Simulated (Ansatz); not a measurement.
**MgZrO3 (built on the sites of a database entry of BaZrO3): a soft mode frozen in**

Which phase does MgZrO3 (built on the sites of a database entry of BaZrO3) fall into along its unstable mode, and how much energy does it gain?

Method: DFT PBEsol, scalar-relativistic, plane waves, norm-conserving pseudopotentials, in Ansatz 0.2.0.

Report form: the programs' logs are mostly left out.

The structure was built from a prototype and need not be the compound's stable phase.

### 1. Set-up

It takes space group Pm-3m (No. 221, cubic). The conventional cell has a = 4.071 Å, b = 4.071 Å, c = 4.071 Å, α = 90.00°, β = 90.00°, γ = 90.00°. Mg has 12 O at 2.88 Å nearest. Zr has 6 O at 2.04 Å nearest. Nearest to O lie 2 Zr at 2.04 Å. Farther neighbours and most contacts between anions are not listed.

### 2. Modes at Γ

The cell comes from relaxations at this level that are not shown. The zone centre is the only wavevector solved here; it holds the modes that light can see, as far as symmetry allows. The response to a homogeneous field gives the Born charges and the dielectric tensor, and its change with displacement the Raman tensors.

input.yaml

```yaml
crystal:
  lattice:
    - [4.071198049, 0.0, 0.0]
    - [0.0, 4.071198049, 0.0]
    - [0.0, 0.0, 4.071198049]
  atoms:
    - { symbol: Mg, position: [0.0, 0.0, 0.0] }
    - { symbol: Zr, position: [0.5, 0.5, 0.5] }
    - { symbol: O, position: [0.0, 0.5, 0.5] }
    - { symbol: O, position: [0.5, 0.0, 0.5] }
    - { symbol: O, position: [0.5, 0.5, 0.0] }
kpoints:
  mp_grid: { grid: [8, 8, 8] }
hamiltonian:
  xc: pbesol
  pseudopotentials: { kind: nc }
scf:
  occupations: { method: fixed }
output:
  eigenvalues: true
phonons:
  method: dfpt
  dielectric: true
  rigid_motions: translations
  raman: true
```

Launch:

```console
$ ansatz run input.yaml --threads 4 --pin off --max-ram 7168MiB --backend cpu --events-out ev --progress --plain --runs-dir out
```

Elapsed: 4.9 min, on 4 threads of Arm Neoverse V2, shared host; peak memory 4 GiB.

Numbers from this step:

```
gap on the k-mesh                                       : 0.7822 eV
volume per atom                                         : 13.50 Å³
sum-rule residual before enforcement                    : 0.01217 eV/Å²
miss of the charge sum rule                             : 0.001204 e
estimated error of the dielectric tensor                : 0.02043
estimated error of the Born charges                     : 0.05159 e
point group                                             : m-3m
highest optical mode at the zone centre (no LO-TO term) : 641.1 cm⁻¹
lowest optical zone-centre mode                         : -258.2 cm⁻¹
mean high-frequency dielectric constant                 : 5.195
largest Born charge (third of the trace)                : 5.837 e
top of the zone-centre spectrum with the field          : 819.4 cm⁻¹
```

Without the LO-TO term. Patterns of degenerate modes are one choice out of their space. Modes at Γ, with each element's share of the kinetic energy (negative means imaginary):

```
mode  frequency (cm⁻¹)  symmetry  Mg %  Zr %  O %
   1            -258.2       T1u    57     0   43
   2            -258.2       T1u    57     0   43
   3            -258.2       T1u    57     0   43
   4            -217.8       T2u     0     0  100
   5            -217.8       T2u     0     0  100
   6            -217.8       T2u     0     0  100
   7               0.0  acoustic    15    56   29
   8               0.0  acoustic    15    56   29
   9               0.0  acoustic    15    56   29
  10             182.4       T1u    28    38   33
  11             182.4       T1u    28    38   33
  12             182.4       T1u    28    38   33
  13             641.1       T1u     0     6   94
  14             641.1       T1u     0     6   94
  15             641.1       T1u     0     6   94
```

Displacements in mode 3 (-258.2 cm⁻¹), the largest set to 1:
```
Mg1  0.00  1.00  0.29
Zr2  0.00  0.03  0.01
O3   0.00 -0.75 -0.22
O4   0.00 -0.19 -0.22
O5   0.00 -0.75 -0.06
```

Displacements in mode 13 (641.1 cm⁻¹), the largest set to 1:
```
Mg1  0.00 -0.03 -0.01
Zr2  0.00 -0.11 -0.02
O3   0.00 -0.17 -0.04
O4   0.00  1.00 -0.04
O5   0.00 -0.17  0.21
```

Before it was imposed, the acoustic sum rule was missed by 0.012 eV/Å² and the charge sum rule by 0.0012 e. Small misses are needed for a sound result but don't prove that mesh and cutoff are converged. The lowest optical mode is imaginary, 258.2i cm⁻¹, so the energy falls along it.

The log warns of the k mesh: “the force constants stand on the 8×8×8 k-mesh, whose period is 13.34 times the interband length at k = (0.0000, 0.0000, 0.0000), direct gap 1.082 eV, under 14: take them and everything formed from them as unconverged”.

### 3. The mode frozen in, largest atomic shift 0 Å

The mode followed lies at Γ with frequency 258.2i cm⁻¹ and is 3-fold degenerate, the softest among the wavevectors solved. At small amplitude the distorted cell has space group no. 38 by a symmetry search on the positions. The undistorted cell that holds it gives the zero of energy on the same k mesh.

Edit input.yaml of step 2 so:

```diff
@@ -17,9 +17,6 @@
 scf:
-  occupations: { method: fixed }
+  occupations: { method: gaussian, width: 0.02 }
 output:
+  forces: true
+  stress: true
   eigenvalues: true
-phonons:
-  method: dfpt
-  dielectric: true
-  rigid_motions: translations
-  raman: true
```

The job ended after 2.6 s (4 threads; peak memory 0.55 GiB).

This step gave:

- pressure: 0.002716 GPa
- energy from the undistorted cell: 0 meV/atom

At this level the gap is 0.78 eV on the k-mesh of the self-consistent run, which can miss the band edges.

### 4. The mode frozen in, largest atomic shift 0.6 Å

The atoms are moved along the unstable eigenvector, the largest shift by 0.6 Å, with the cell fixed.

input.yaml, the sections that differ from step 3:

```yaml
crystal:
  lattice:
    - [4.071198049, 0.0, 0.0]
    - [0.0, 4.071198049, 0.0]
    - [0.0, 0.0, 4.071198049]
  atoms:
    - { symbol: Mg, position: [0.0, 0.1042111102, 0.1042111102] }
    - { symbol: Zr, position: [0.5, 0.5030504487, 0.5030504487] }
    - { symbol: O, position: [0.0, 0.4221537047, 0.4221537047] }
    - { symbol: O, position: [0.5, -0.0200133325, 0.4221537047] }
    - { symbol: O, position: [0.5, 0.4221537047, -0.0200133325] }
# kpoints, hamiltonian, scf, output: as in step 3
```

The job ended after 13 s (4 threads; peak memory 0.72 GiB).

Numbers from this step:

```
pressure                         : 2.180 GPa
gap on the k-mesh                : 1.394 eV
energy from the undistorted cell : -176.4 meV/atom
```

The energy, extrapolated to zero smearing, is -176.40 meV/atom against the undistorted cell.

The run ends at a pressure of 2.18 GPa, with forces up to 2.0 eV/Å.

### 5. Energy along the mode, all amplitudes (two of the runs are shown above)

An imaginary frequency means negative curvature, so the energy should fall and then rise again as anharmonic terms take over.

This step gave:

- depth at the lowest point sampled: 176.4 meV/atom
- largest atomic shift at that point: 0.6 Å

Table of energy from the parent by largest atomic shift:

```
largest atomic shift (Å)  energy from the parent (meV/atom)
                   0.000                                  0
                   0.040                              -1.68
                   0.080                              -6.67
                   0.140                              -20.1
                   0.220                              -48.1
                   0.320                              -94.9
                   0.450                               -159
                   0.600                               -176
```

Displacement at unit largest shift by atom:

```
atom  x (Å)   y (Å)   z (Å)   size
 Mg1  0.000   0.707   0.707  1.000
 Zr2  0.000   0.021   0.021  0.030
  O3  0.000  -0.528  -0.528  0.747
  O4  0.000  -0.136  -0.528  0.545
  O5  0.000  -0.528  -0.136  0.545
```

The lowest of the steps tried is the last one, at 0.6 Å, 176 meV/atom below the parent; the bottom of the well need not coincide with a step.

### 6. Relaxation from the frozen mode

Starting from the lowest point found, all atoms and the cell are let go, so that strain and other modes of the same symmetry can join in.

Edit input.yaml of step 4 so:

```diff
@@ -17,3 +17,3 @@
 scf:
-  occupations: { method: gaussian, width: 0.02 }
+  occupations: { method: fixed }
 output:
@@ -22 +22,6 @@
   eigenvalues: true
+relax:
+  adjacent_minimum: "off"
+  f_tol: 0.002
+  max_steps: 120
+  cell: { stress_tol: 0.03 }
```

Elapsed: 4.2 min, on 4 threads; peak memory 0.89 GiB.

Relaxation path:

```
step  energy less that of the first step (eV)  largest force component (eV/Å)  pressure (GPa)  volume (Å³)
   1                                   0.0000                          1.4348            2.18        67.48
   2                                  -0.2698                          0.6627            0.74        69.28
   3                                  -0.3537                          0.5123            0.37        68.81
   4                                  -0.3810                          0.2171           -0.27        69.40
   5                                  -0.3919                          0.1328           -1.56        70.29
   6                                  -0.3975                          0.1201            0.66        69.77
   7                                  -0.3986                          0.0090           -0.03        69.90
   8                                  -0.3986                          0.0010           -0.01        69.88
  9*                                  -0.4110                          0.0045            0.38        69.88
  10                                  -0.4134                          0.0852            0.20        70.26
  11                                  -0.4143                          0.0266            0.13        70.53
  12                                  -0.4144                          0.0080           -0.01        70.64
  13                                  -0.4145                          0.0009            0.00        70.63
 14*                                  -0.4148                          0.0010            0.01        70.63
  15                                  -0.4148                          0.0016            0.02        70.67
 16*                                  -0.4148                          0.0016            0.02        70.67
```

Relaxation steps marked * repeat the geometry before them on a plane-wave basis chosen anew for their cell, so energy and pressure can jump there.

Forces are held to the 4 operations that the run works with; a distortion that breaks them can't arise in this run.

```
     cell as run  before  after  change
           a (Å)   4.071  3.853  -5.4 %
           b (Å)   4.071  4.302  +5.7 %
           c (Å)   4.071  4.302  +5.7 %
           α (°)   90.00  82.30  -8.6 %
volume (Å³/atom)   13.50  14.13  +4.7 %
```

The atoms that moved most (Å, as changes of fractional coordinates times the final cell):

```
atom     dx      dy      dz  length
 Mg1  0.000   0.136   0.136   0.192
  O4  0.000  -0.079  -0.090   0.119
  O5  0.000  -0.090  -0.079   0.119
  O3  0.000   0.036   0.036   0.050
```

Final coordinates:

```xyz
5
Lattice="3.8531 0.0000 0.0000 0.0000 4.2923 0.2887 0.0000 0.2887 4.2923" Properties=species:S:1:pos:R:3 pbc="T T T"
Mg    0.0000    0.6133    0.6133
Zr    1.9266    2.3012    2.3012
O     0.0000    1.9694    1.9694
O     1.9266   -0.0426    1.7166
O     1.9266    1.7166   -0.0426
```

This step gave:

* pressure: 0.01774 GPa
* gap on the k-mesh: 2.092 eV
* volume per atom: 14.13 Å³

The distorted start has space group Amm2; the relaxation ends in Amm2.

### 7. The new phase in its own primitive cell

The relaxed structure is symmetrised, reduced to its primitive cell and relaxed tightly, as its phonons need.

input.yaml, the sections that differ from step 6:

```yaml
crystal:
  lattice:
    - [3.8531072416, 0.0, 0.0]
    - [0.0, 2.8309372321, 3.2392568391]
    - [0.0, -2.8309372321, 3.2392568391]
  atoms:
    - { symbol: Mg, position: [0.0, 0.1338886536, 0.1338886536] }
    - { symbol: Zr, position: [0.5, 0.502324903, 0.502324903] }
    - { symbol: O, position: [0.0, 0.4299077539, 0.4299077539] }
    - { symbol: O, position: [0.5, 0.9630113236, 0.4024230017] }
    - { symbol: O, position: [0.5, 0.4024230017, 0.9630113236] }
kpoints:
  mp_grid: { grid: [6, 6, 6] }
relax:
  adjacent_minimum: "off"
  f_tol: 0.001
  max_steps: 60
  cell: { stress_tol: 0.01 }
# hamiltonian, scf, output: as in step 6
```

The job ended after 30 s (4 threads; peak memory 0.64 GiB; 2 min of CPU time).

Little changed from the start: no atom moved by 0.005 Å and no cell edge by 0.1 %.

This step gave:

```yaml
pressure: -0.002017 GPa
volume_per_atom: 14.14 Å³
direct_gap_on_mesh: 2.524 eV
```

The largest force component left is 0.97 meV/Å and the pressure is -0.002 GPa, within the tolerances set. The cell now holds 14.14 Å³/atom.

### 8. Outcome

```json
{
  "unstable mode of the parent": "q = (0, 0, 0), 258i cm⁻¹",
  "depth at the lowest point sampled": "176 meV/atom",
  "largest atomic shift at that point": "0.6 Å",
  "space group reached (within 0.01 Å)": "Amm2",
  "energy gained over the parent (first relaxation, on the mesh of the frozen mode)": "259 meV/atom",
  "volume per atom, phase reached": "14.1 Å³",
  "gap on the k-mesh, phase reached": "2.09 eV"
}
```

In words: Along this mode the structure falls into Amm2, 259 meV/atom below the parent. At the parent's cell the well is 176.4 meV/atom deep on the steps tried, with its lowest point at a shift of 0.6 Å. That is the last step tried, so the steps alone don't bracket the bottom of the well. Relaxing atoms and cell changes the gain by +82.97 meV/atom against the lowest step (energies at zero smearing). The modes of the phase reached were not computed on this path. Of the 5 patterns followed to their end from this parent, this one ends 95.1 meV/atom above the lowest, R32. Each path keeps the symmetry of its pattern, so a lower phase may lie along a pattern not tried. With the field response the log warns that the k mesh is coarse for the force constants too, so the frequencies may not be converged. The starting cell was built on a prototype and not taken from a measurement, so the phase need not exist.

[Logs are printed without paths, hosts, clocks, repeated set-up lines and the standing remarks that a program may print on its own settings, such as how far it seeks lower states.]

[Hosts, paths, dates, database ids (printed as entryN), source tags and the programs' standing remarks are cut or masked in the printed files.]
